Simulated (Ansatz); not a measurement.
## CdS (Hawleyite, F-43m): a volume series of phonon spectra

Aim: how the vibrations of CdS (Hawleyite) shift with volume, and the expansion that follows.

Calculated with Ansatz 0.2.0; DFT PBE, scalar-relativistic, plane waves, PAW.

This is a report of a sequence of runs, with most program output left out.

## (1) The structure

It takes space group F-43m (No. 216, cubic). Conventional cell: a = 5.833 Å, b = 5.833 Å, c = 5.833 Å, α = 90.00°, β = 90.00°, γ = 90.00°. Nearest to Cd lie 4 S at 2.53 Å. Nearest to S lie 4 Cd at 2.53 Å. Farther neighbours and most contacts between anions are not listed.

## (2) Probe on a coarse mesh

A cheap single point shows whether the cell is a metal or an insulator and how far it is from rest; that sets the k-mesh and the occupations of what follows.

input.yaml

```yaml
crystal:
  lattice:
    - [0.0, 2.9165, 2.9165]
    - [2.9165, 0.0, 2.9165]
    - [2.9165, 2.9165, 0.0]
  atoms:
    - { symbol: Cd, position: [0.0, 0.0, 0.0] }
    - { symbol: S, position: [0.25, 0.25, 0.25] }
kpoints:
  mp_grid: { grid: [6, 6, 6] }
hamiltonian:
  xc: pbe
scf:
  occupations: { method: gaussian, width: 0.1 }
output:
  forces: true
  stress: true
  eigenvalues: true
```

Run with:

```
$ ansatz run input.yaml --threads 2 --pin off --max-ram 5120MiB --backend cpu --events-out ev --progress --plain --runs-dir out
```

Elapsed: 0.8 s, on 2 threads of Arm Neoverse V2, shared host; peak memory 0.28 GiB; 1.1 s of CPU time.

This step gave:

| Property | Result |
| --- | --- |
| pressure | 2.856 GPa |
| gap on the k-mesh | 1.144 eV |
| volume per atom | 24.81 Å³ |

The start is under 2.9 GPa at this level and looks like an insulator or semiconductor on this mesh.

## (3) Finding the static equilibrium

The vibrations must be taken about the equilibrium of this functional, not about the starting cell, so the structure is relaxed.

input.yaml, the sections that differ from step 2:

```yaml
kpoints:
  mp_grid: { grid: [8, 8, 8] }
scf:
  occupations: { method: gaussian, width: 0.02 }
output:
  forces: true
  stress: true
  eigenvalues: true
  write_density: true
  write_potential: true
  elf: true
  volumetric_format: npy
relax:
  adjacent_minimum: "off"
  f_tol: 0.005
  max_steps: 80
  cell: { stress_tol: 0.05 }
# crystal, hamiltonian: as in step 2
```

Run time: 4.4 s. Hardware: 2 threads; peak memory 0.33 GiB; 8.4 s of CPU time.

Step by step:

| step | energy less that of the first step (eV) | largest force component (eV/Å) | pressure (GPa) | volume (Å³) |
| --- | --- | --- | --- | --- |
| 1 | 0.0000 | 0.0000 | 2.85 | 49.62 |
| 2 | -0.0201 | 0.0000 | 0.14 | 51.91 |
| 3 | -0.0202 | 0.0000 | 0.01 | 52.04 |
| 4* | -0.0207 | 0.0000 | 0.01 | 52.04 |

Relaxation steps marked * repeat the geometry before them on a plane-wave basis chosen anew for their cell, so energy and pressure can jump there.

Forces are held to the 24 operations that the run works with; a distortion that breaks them can't arise in this run.

```
conventional cell, symmetrised  before  after  change
                         a (Å)   5.833  5.926  +1.6 %
                         b (Å)   5.833  5.926  +1.6 %
                         c (Å)   5.833  5.926  +1.6 %
              volume (Å³/atom)   24.81  26.02  +4.9 %
```

The relaxed structure:

```cif
data_structure
_symmetry_space_group_name_H-M 'P 1'
_symmetry_Int_Tables_number 1
_cell_length_a 4.1906
_cell_length_b 4.1906
_cell_length_c 4.1906
_cell_angle_alpha 60.000
_cell_angle_beta 60.000
_cell_angle_gamma 60.000
_cell_volume 52.04
loop_
_atom_site_label
_atom_site_type_symbol
_atom_site_fract_x
_atom_site_fract_y
_atom_site_fract_z
_atom_site_occupancy
Cd1 Cd 0.00000 0.00000 0.00000 1
S2 S 0.25000 0.25000 0.25000 1
```

Numbers from this step:

```yaml
pressure: 0.006298 GPa
gap_on_the_k_mesh: 1.042 eV
volume_per_atom: 26.02 Å³
```

Valence density in the ac plane of a cell with a along [110], b along [-110] and c along [001] of the cube at fractional y = 0.000, with atoms of Cd and S within 0.2 Å of it. It is the smooth field of the valence electrons, not physical close to the nuclei.

Values in e/Å³, 9 rows by 16 columns, each cell a mean:
```
11  2  0  0  0  0  1  8 11  2  0  0  0  0  1  8
 1  0  1  1  1  1  0  0  1  0  1  1  1  1  0  0
 0  0  1  1  1  1  0  0  0  0  1  1  1  1  0  0
 0  0  0  1  1  0  0  0  0  0  0  1  1  0  0  0
 0  0  0  0  0  0  0  0  0  0  0  0  0  0  0  0
 0  0  0  0  0  0  0  0  0  0  0  0  0  0  0  0
 0  0  0  0  0  0  0  0  0  0  0  0  0  0  0  0
 1  0  0  0  0  0  0  1  1  0  0  0  0  0  0  1
16  3  0  0  0  0  1 11 16  3  0  0  0  0  1 11
```
Columns run along a (8.4 Å), rows up along c (5.9 Å), edges of the conventional cell, whose origin can differ from the input's. Atoms in or near the plane, at fractional coordinates: Cd at (0.50, 0.00), Cd at (0.00, 0.00), S at (0.75, 0.75), S at (0.25, 0.75).

ELF in the ac plane of a cell with a along [110], b along [-110] and c along [001] of the cube at fractional y = 0.000, with atoms of Cd and S within 0.2 Å of it. It is the smooth field of the valence electrons, not physical close to the nuclei.

Values, 9 rows by 16 columns, each cell a mean:
```
0.60 0.32 0.34 0.70 0.74 0.48 0.25 0.53 0.60 0.32 0.34 0.70 0.74 0.48 0.25 0.53
0.21 0.29 0.76 0.67 0.56 0.82 0.43 0.20 0.21 0.29 0.76 0.67 0.56 0.82 0.43 0.20
0.10 0.45 0.80 0.51 0.37 0.78 0.61 0.16 0.10 0.45 0.80 0.51 0.37 0.78 0.61 0.16
0.03 0.24 0.61 0.78 0.80 0.69 0.37 0.06 0.03 0.24 0.61 0.78 0.80 0.69 0.37 0.06
0.01 0.04 0.16 0.33 0.36 0.22 0.06 0.01 0.01 0.04 0.16 0.33 0.36 0.22 0.06 0.01
0.02 0.02 0.02 0.03 0.04 0.02 0.02 0.02 0.02 0.02 0.02 0.03 0.04 0.02 0.02 0.02
0.10 0.07 0.04 0.01 0.01 0.02 0.06 0.09 0.10 0.07 0.04 0.01 0.01 0.02 0.06 0.09
0.29 0.21 0.12 0.04 0.03 0.09 0.18 0.27 0.29 0.21 0.12 0.04 0.03 0.09 0.18 0.27
0.70 0.40 0.17 0.20 0.22 0.16 0.31 0.62 0.70 0.40 0.17 0.20 0.22 0.16 0.31 0.62
```
Columns run along a (8.4 Å), rows up along c (5.9 Å), edges of the conventional cell, whose origin can differ from the input's. Atoms in or near the plane, at fractional coordinates: Cd at (0.50, 0.00), Cd at (0.00, 0.00), S at (0.75, 0.75), S at (0.25, 0.75).

Electrostatic potential energy in the ac plane of a cell with a along [110], b along [-110] and c along [001] of the cube at fractional y = 0.000, with atoms of Cd and S within 0.2 Å of it. With pseudopotentials it is smooth inside the atoms' cores, unlike the true potential.

Ten even steps from '_' (-27 eV) to '@' (12 eV), each cell a mean:
```
__::==%%@@@@@@@@%%==::__..--**%%@@%%@@%%**--..
::--**%%##++++##%%**--::--++##%%**==**%%##++--
**##%%##::____::##%%##****##%%++______++%%##**
%%@@%%**__....__**%%@@%%@@@@%%::__..__--%%@@@@
@@@@@@**______..**@@@@@@@@@@%%--______--%%@@@@
@@@@@@%%==....++%%@@@@@@@@@@@@##::..--##@@@@@@
@@@@@@@@%%####%%@@@@@@@@@@@@@@@@%%##%%@@@@@@@@
@@@@@@@@@@@@@@@@@@@@@@@@@@@@@@@@@@@@@@@@@@@@@@
@@@@@@@@@@@@@@@@@@@@@@@@@@@@@@@@@@@@@@@@@@@@@@
@@@@@@@@@@@@@@@@@@@@@@@@@@@@@@@@@@@@@@@@@@@@@@
@@@@@@@@@@@@@@@@@@@@@@@@@@@@@@@@@@@@@@@@@@@@@@
@@@@@@@@@@@@@@@@@@@@@@@@@@@@@@@@@@@@@@@@@@@@@@
%%%%@@@@@@@@@@@@@@@@%%%%%%%%@@@@@@@@@@@@@@%%%%
==++##@@@@@@@@@@@@##++====**%%@@@@@@@@@@%%**==
..::++%%@@@@@@@@%%++::..::==##@@@@@@@@@@##--::
__..==##@@@@@@@@##==..____::**%%@@@@@@%%**::__
```
Columns run along a (8.4 Å; values clipped at the 3rd and 97th percentile), rows up along c (5.9 Å), edges of the conventional cell, whose origin can differ from the input's. Atoms in or near the plane, at fractional coordinates: Cd at (0.50, 0.00), Cd at (0.00, 0.00), S at (0.75, 0.75), S at (0.25, 0.75).

The relaxation ends with a pressure of 0.01 GPa.

## (4) Tight relaxation

The thresholds are tightened for a last relaxation ahead of the phonons, and where mesh or smearing change with them the cell follows.

input.yaml

```yaml
crystal:
  lattice:
    - [0.0, 2.9632113916, 2.9632113916]
    - [2.9632113916, 0.0, 2.9632113916]
    - [2.9632113916, 2.9632113916, 0.0]
  atoms:
    - { symbol: Cd, position: [0.0, 0.0, 0.0] }
    - { symbol: S, position: [0.25, 0.25, 0.25] }
kpoints:
  mp_grid: { grid: [8, 8, 8] }
hamiltonian:
  xc: pbe
scf:
  occupations: { method: fixed }
output:
  forces: true
  stress: true
  eigenvalues: true
relax:
  adjacent_minimum: "off"
  f_tol: 0.001
  max_steps: 60
  cell: { stress_tol: 0.01 }
```

It took 2.3 s on 2 threads; peak memory 0.32 GiB.

Little changed from the start: no atom moved by 0.005 Å and no cell edge by 0.1 %.

The residual pressure is 0.0063 GPa, small enough for phonons.

## (5) Phonons, V/V0 1

The same q-mesh and k-mesh are kept at every volume, so that much of their error can cancel in the differences.

input.yaml, the sections that differ from step 4:

```yaml
output:
  eigenvalues: true
phonons:
  method: dfpt
  dielectric: true
  rigid_motions: translations
  qmesh: [4, 4, 4]
  temperatures: { t_max: 1000, t_step: 50 }
  qpath:
    path:
      - [[0.0, 0.0, 0.0], [-0.5, -0.5, 0.0], [-0.375, -0.375, 0.25]]
      - [[-0.375, 0.0, 0.375], [0.0, 0.0, 0.0], [0.0, 0.0, 0.5], [-0.5, -0.25, 0.25], [-0.5, -0.5, 0.0]]
    npoints: 10
# crystal, kpoints, hamiltonian, scf: as in step 4
# relax: removed
```

The job ended after 2.9 min (2 threads; peak memory 1.2 GiB; 5.7 min of CPU time).

This step gave:

| Item | Value |
| --- | --- |
| Γ frequencies | 0, 0, 0, 216.0, 216.0, 216.0 cm⁻¹ (negative: imaginary) |
| lowest frequency on the path | 0 cm⁻¹ |
| zero-point energy | 0.06136 eV/cell |
| point group | -43m |
| highest frequency | 281 cm⁻¹ |
| Debye temperature from the second moment | 353 K |

LO-TO term included. The phonon branches at the labelled points (cm⁻¹):

```csv
point,branch 1,branch 2,branch 3,branch 4,branch 5,branch 6
Γ,0,0,0,216,216,277
halfway,47,47,98,238,238,276
X,54,54,141,256,256,271
halfway,54,61,138,254,258,272
U,53,69,133,249,262,274
jump to K,53,69,133,249,262,274
halfway,38,60,100,228,242,276
Γ,0,0,0,216,216,277
halfway,34,34,95,226,226,279
L,43,43,131,234,234,281
halfway,52,65,126,243,253,278
W,61,73,129,258,259,273
halfway,58,63,136,256,257,272
X,54,54,141,256,256,271
```

Tetrahedra on 20 20 20, mean over bins of 5 cm⁻¹. Table of phonon density of states by wavenumber; read off at these points:

```csv
wavenumber (cm⁻¹),phonon density of states (1/cm⁻¹/cell)
2,5.0e-5
12,0.0011
18,0.00237
28,0.00618
32,0.0095
42,0.0348
48,0.0563
52,0.0872
58,0.0728
62,0.0460
68,0.0587
72,0.0140
78,0.00239
88,0.00368
92,0.00466
102,0.00743
108,0.00971
118,0.0187
122,0.0321
128,0.0632
132,0.0198
138,0.0075
148,0
152,0
162,0
168,0
178,0
182,0
192,0
198,0
208,0
212,0
222,0.0132
228,0.0232
238,0.0568
242,0.0582
252,0.0658
258,0.0601
268,2.0e-5
272,0.0511
278,0.140
282,0.00912
```

Harmonic. Thermo, by row:

```
T (K)  F_vib (meV/atom)  S (J/mol-atom/K)  C_V (J/mol-atom/K)
    0             30.68                 0                   0
   50             29.45             6.518               9.031
  100             23.83             14.96               15.71
  150             14.16             22.16               19.61
  200              1.09              28.1               21.61
  250             -14.8             33.05               22.69
  300            -33.04             37.25               23.33
  350            -53.31             40.88               23.74
  400            -75.34             44.07               24.01
  450            -98.92             46.91                24.2
  500            -123.9             49.47               24.34
  550            -150.2             51.79               24.44
  600            -177.6             53.92               24.52
  650              -206             55.89               24.58
  700            -235.4             57.71               24.63
  750            -265.8             59.41               24.67
  800              -297                61                24.7
  850              -329              62.5               24.73
  900            -361.8             63.92               24.75
  950            -395.2             65.25               24.77
 1000            -429.4             66.53               24.79
```

The modes has structure finer than the step of the table below, so its rows give means over 10 cm⁻¹, whole bins alone (the curve runs from -10 to 299 cm⁻¹). Peaks (cm⁻¹: height): Cd 54.2: 0.0772, 126.2: 0.0546, 276.0: 0.0106; S 252.7: 0.0586, 276.0: 0.119.

Phonopy on the run's constants, 17x17x17 mesh, Gaussian sigma 2.2 cm⁻¹. The modes by wavenumber; means over each step; values in 1/cm⁻¹/cell:

```
wavenumber (cm⁻¹)       Cd        S
                0   6.9e-5   1.7e-5
               10   6.7e-4   1.9e-4
               20  0.00261   6.7e-4
               30  0.00664  0.00154
               40   0.0217  0.00422
               50   0.0592  0.00910
               60   0.0549  0.00688
               70   0.0320  0.00350
               80  0.00268   4.8e-4
               90  0.00359   6.1e-4
              100  0.00594   8.1e-4
              110   0.0105  0.00102
              120   0.0264  0.00133
              130   0.0370   8.1e-4
              140  0.00489   3.8e-5
              150   2.5e-5        0
              160        0        0
              170        0        0
              180        0        0
              190        0        0
              200        0        0
              210   5.6e-5   2.1e-4
              220  0.00185  0.00754
              230  0.00537   0.0273
              240  0.00770   0.0484
              250  0.00644   0.0556
              260  0.00228   0.0367
              270  0.00241   0.0324
              280  0.00504   0.0601
              290   1.9e-5   3.5e-4
```

Born charge (rows field, columns displacement) (e), principal values of the symmetric part by kind of site:

```
atom  atoms with these values    low  middle   high   mean
 Cd1                        1   2.23    2.23   2.23   2.23
  S2                        1  -2.23   -2.23  -2.23  -2.23
```

In full for S2:

```
-2.23  0.00  0.00
 0.00 -2.23  0.00
 0.00  0.00 -2.23
```

ε∞:

```
6.24 0.00 0.00
0.00 6.24 0.00
0.00 0.00 6.24
```

No LO-TO term. Modes at Γ, with each element's share of the kinetic energy:

```csv
mode,frequency (cm⁻¹),symmetry,Cd %,S %
1,0.0,T2,78,22
2,0.0,T2,78,22
3,0.0,T2,78,22
4,216.0,T2,22,78
5,216.0,T2,22,78
6,216.0,T2,22,78
```

Displacements in mode 4 (216.0 cm⁻¹), the largest set to 1:
```
Cd1  0.16 -0.29 -0.05
S2  -0.57  1.00  0.17
```

No mode is imaginary beyond numerical noise at the solved wavevectors.

## (6) Single point at a scaled cell, V/V0 1.015

Symmetry fixes every atom, so a single point at the scaled cell gives the energy and pressure of this member.

The cell differs from the one that the last finished run ended in (a 4.191 → 4.211 Å, b 4.191 → 4.211 Å, c 4.191 → 4.211 Å).

input.yaml, the sections that differ from step 5:

```yaml
crystal:
  lattice:
    - [0.0, 2.9779539795, 2.9779539795]
    - [2.9779539795, 0.0, 2.9779539795]
    - [2.9779539795, 2.9779539795, 0.0]
  atoms:
    - { symbol: Cd, position: [0.0, 0.0, 0.0] }
    - { symbol: S, position: [0.25, 0.25, 0.25] }
output:
  forces: true
  stress: true
  eigenvalues: true
# kpoints, hamiltonian, scf: as in step 5
# phonons: removed
```

It took 1 s on 2 threads; peak memory 0.31 GiB; 1.9 s of CPU time.

This step gave:

- pressure: -0.7628 GPa
- gap on the k-mesh: 1.009 eV
- volume per atom: 26.41 Å³

At this level the gap is 1.01 eV on the k-mesh of the self-consistent run, which can miss the band edges.

## (7) Lattice dynamics at this volume, V/V0 1.015

Phonons at this volume give one point of F(V, T); meshes stay fixed along the series.

input.yaml, the sections that differ from step 6:

```yaml
output:
  eigenvalues: true
phonons:
  method: dfpt
  dielectric: true
  rigid_motions: translations
  qmesh: [4, 4, 4]
  temperatures: { t_max: 1000, t_step: 50 }
  qpath:
    path:
      - [[0.0, 0.0, 0.0], [-0.5, -0.5, 0.0], [-0.375, -0.375, 0.25]]
      - [[-0.375, 0.0, 0.375], [0.0, 0.0, 0.0], [0.0, 0.0, 0.5], [-0.5, -0.25, 0.25], [-0.5, -0.5, 0.0]]
    npoints: 10
# crystal, kpoints, hamiltonian, scf: as in step 6
```

The job ended after 2.9 min (2 threads; peak memory 1.2 GiB).

LO-TO term included. The phonon branches at the labelled points (cm⁻¹):

| point | branch 1 | branch 2 | branch 3 | branch 4 | branch 5 | branch 6 |
| --- | --- | --- | --- | --- | --- | --- |
| Γ | 0 | 0 | 0 | 210 | 210 | 272 |
| halfway | 48 | 48 | 96 | 232 | 232 | 271 |
| X | 56 | 56 | 139 | 249 | 249 | 266 |
| halfway | 55 | 61 | 136 | 247 | 252 | 266 |
| U | 54 | 69 | 130 | 243 | 256 | 268 |
| jump to K | 54 | 69 | 130 | 243 | 256 | 268 |
| halfway | 39 | 60 | 98 | 222 | 236 | 271 |
| Γ | 0 | 0 | 0 | 210 | 210 | 272 |
| halfway | 35 | 35 | 93 | 220 | 220 | 274 |
| L | 44 | 44 | 129 | 228 | 228 | 275 |
| halfway | 53 | 66 | 124 | 236 | 247 | 272 |
| W | 62 | 73 | 127 | 252 | 253 | 266 |
| halfway | 58 | 64 | 134 | 250 | 250 | 266 |
| X | 56 | 56 | 139 | 249 | 249 | 266 |

No mode is imaginary beyond numerical noise at the solved wavevectors. The highest zone-centre mode (no LO–TO term) moved by -2.8 % for a volume change of +1.5 %.

## (8) A cell at another volume, V/V0 0.985

The cell differs from the one that the last finished run ended in (a 4.211 → 4.170 Å, b 4.211 → 4.170 Å, c 4.211 → 4.170 Å).

input.yaml, the sections that differ from step 7:

```yaml
crystal:
  lattice:
    - [0.0, 2.9483206308, 2.9483206308]
    - [2.9483206308, 0.0, 2.9483206308]
    - [2.9483206308, 2.9483206308, 0.0]
  atoms:
    - { symbol: Cd, position: [0.0, 0.0, 0.0] }
    - { symbol: S, position: [0.25, 0.25, 0.25] }
output:
  forces: true
  stress: true
  eigenvalues: true
# kpoints, hamiltonian, scf: as in step 7
# phonons: removed
```

Wall time 0.96 s (2 threads); peak memory 0.3 GiB.

The run ends at a pressure of 0.84 GPa.

## (9) Phonons, V/V0 0.985

input.yaml, the sections that differ from step 8:

```yaml
output:
  eigenvalues: true
phonons:
  method: dfpt
  dielectric: true
  rigid_motions: translations
  qmesh: [4, 4, 4]
  temperatures: { t_max: 1000, t_step: 50 }
  qpath:
    path:
      - [[0.0, 0.0, 0.0], [-0.5, -0.5, 0.0], [-0.375, -0.375, 0.25]]
      - [[-0.375, 0.0, 0.375], [0.0, 0.0, 0.0], [0.0, 0.0, 0.5], [-0.5, -0.25, 0.25], [-0.5, -0.5, 0.0]]
    npoints: 10
# crystal, kpoints, hamiltonian, scf: as in step 8
```

Elapsed: 3 min, on 2 threads; peak memory 1.1 GiB.

No mode is imaginary beyond numerical noise at the solved wavevectors. The highest zone-centre mode (no LO–TO term) moved by +2.9 % for a volume change of -1.5 %.

## (10) Single point at a scaled cell, V/V0 1.03

The cell differs from the one that the last finished run ended in (a 4.170 → 4.232 Å, b 4.170 → 4.232 Å, c 4.170 → 4.232 Å).

input.yaml, the sections that differ from step 9:

```yaml
crystal:
  lattice:
    - [0.0, 2.9925520264, 2.9925520264]
    - [2.9925520264, 0.0, 2.9925520264]
    - [2.9925520264, 2.9925520264, 0.0]
  atoms:
    - { symbol: Cd, position: [0.0, 0.0, 0.0] }
    - { symbol: S, position: [0.25, 0.25, 0.25] }
output:
  forces: true
  stress: true
  eigenvalues: true
# kpoints, hamiltonian, scf: as in step 9
# phonons: removed
```

Elapsed: 1 s, on 2 threads; peak memory 0.31 GiB.

The run ends at a pressure of -1.47 GPa.

## (11) Lattice dynamics at this volume, V/V0 1.03

input.yaml, the sections that differ from step 10:

```yaml
output:
  eigenvalues: true
phonons:
  method: dfpt
  dielectric: true
  rigid_motions: translations
  qmesh: [4, 4, 4]
  temperatures: { t_max: 1000, t_step: 50 }
  qpath:
    path:
      - [[0.0, 0.0, 0.0], [-0.5, -0.5, 0.0], [-0.375, -0.375, 0.25]]
      - [[-0.375, 0.0, 0.375], [0.0, 0.0, 0.0], [0.0, 0.0, 0.5], [-0.5, -0.25, 0.25], [-0.5, -0.5, 0.0]]
    npoints: 10
# crystal, kpoints, hamiltonian, scf: as in step 10
```

The job ended after 2.9 min (2 threads; peak memory 1.2 GiB; 5.7 min of CPU time).

LO-TO term included. Phonon branches along the path, in cm⁻¹:

| point | branch 1 | branch 2 | branch 3 | branch 4 | branch 5 | branch 6 |
| --- | --- | --- | --- | --- | --- | --- |
| Γ | 0 | 0 | 0 | 204 | 204 | 268 |
| halfway | 48 | 48 | 94 | 225 | 225 | 266 |
| X | 57 | 57 | 137 | 243 | 243 | 260 |
| halfway | 56 | 62 | 134 | 241 | 246 | 261 |
| U | 55 | 69 | 128 | 236 | 251 | 262 |
| jump to K | 55 | 69 | 128 | 236 | 251 | 262 |
| halfway | 39 | 60 | 97 | 216 | 230 | 266 |
| Γ | 0 | 0 | 0 | 204 | 204 | 268 |
| halfway | 36 | 36 | 92 | 214 | 214 | 269 |
| L | 45 | 45 | 127 | 221 | 221 | 269 |
| halfway | 54 | 66 | 122 | 230 | 242 | 266 |
| W | 62 | 73 | 125 | 246 | 247 | 260 |
| halfway | 59 | 64 | 131 | 244 | 244 | 261 |
| X | 57 | 57 | 137 | 243 | 243 | 260 |

No mode is imaginary beyond numerical noise at the solved wavevectors. The highest zone-centre mode (no LO–TO term) moved by -5.5 % for a volume change of +3.0 %.

[end of part 1 of 2]

[Logs are printed without paths, hosts, clocks, repeated set-up lines and the standing remarks that a program may print on its own settings, such as how far it seeks lower states.]

[Hosts, paths, dates, database ids (printed as entryN), source tags and the programs' standing remarks are cut or masked in the printed files.]

[A step with changed settings may run another functional than the one named; its input shows which.]

[Of the runs on displaced cells, only some may be shown.]
